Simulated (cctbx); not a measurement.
# Absolute structure of Nb3Se12F

Space group P-42_1c (no. 114), a = 9.4850 Å, b = 9.4850 Å, c = 19.1470 Å, α = 90.00°, β = 90.00°, γ = 90.00°.

| atom | mult. | x | y | z | Ueq (Å²) |
| --- | --- | --- | --- | --- | --- |
| Nb1 | 4 | 1/2 | 0 | 0.4112 | 0.0111 |
| Nb2 | 4 | 0 | 1/2 | 0.9273 | 0.0139 |
| Nb3 | 4 | 1/2 | 0 | 0.2411 | 0.0107 |
| Se1 | 8 | 0.6770 | 0.8817 | 0.3325 | 0.0108 |
| Se2 | 8 | 0.8110 | 0.6020 | 0.0114 | 0.0094 |
| Se3 | 8 | 0.7920 | 0.5537 | 0.3387 | 0.0082 |
| Se4 | 8 | 0.0201 | 0.7194 | 0.0089 | 0.0083 |
| Se5 | 8 | 0.6270 | 0.8197 | 0.1523 | 0.0106 |
| Se6 | 8 | 0.2104 | 0.4553 | 0.6810 | 0.0076 |
| F1 | 4 | 0 | 0 | 0.6298 | 0.0131 |

The model is made up (kin elements in a known structure type, no relaxation), so it says nothing on whether the phase exists.

Data sets are simulated with cctbx and refined with Bijvoet mates kept apart; Flack x is then fitted as the share of an inverted twin with the atoms fixed, Hooft y from the Bijvoet differences. The group is acentric but holds improper operations, so there is an absolute structure (orientation) and no hand.

Untwinned crystal. What Flack and Hooft values should come out?

```csv
λ (Å),extinction (unmodelled),d min (Å),top counts,error (%),model,R1,Flack x,s.u.,Hooft y,s.u.,pairs
0.71073,0,0.77,20000,4,as given,0.0191,0.001,0.016,0.001,0.014,844
0.71073,0,0.77,20000,4,inverted,0.0307,0.996,0.016,1.010,0.014,844
1.54184,0,0.83,5000,2,as given,0.0223,0.00,0.04,-0.016,0.038,664
```

With Mo Kα, x is within 3 s.u. of 0, so the absolute structure is right. With Cu Kα, x is within 3 s.u. of 0, so the absolute structure is right. Inverting the model turns x into about 1 − x.

A further crystal gives:

```csv
λ (Å),extinction (unmodelled),d min (Å),top counts,error (%),model,R1,Flack x,s.u.,Hooft y,s.u.,pairs
0.71073,0,0.65,5000,6,as given,0.0513,0.47,0.04,0.462,0.034,1438
```

**Question.** What is it?

It was simulated as an inversion twin with a fraction 0.5 of the inverted domain. Flack x is over 3 s.u. from both 0 and 1 and reads that fraction.

[Logs are printed without paths, hosts, clocks, repeated set-up lines and the standing remarks that a program may print on its own settings, such as how far it seeks lower states.]
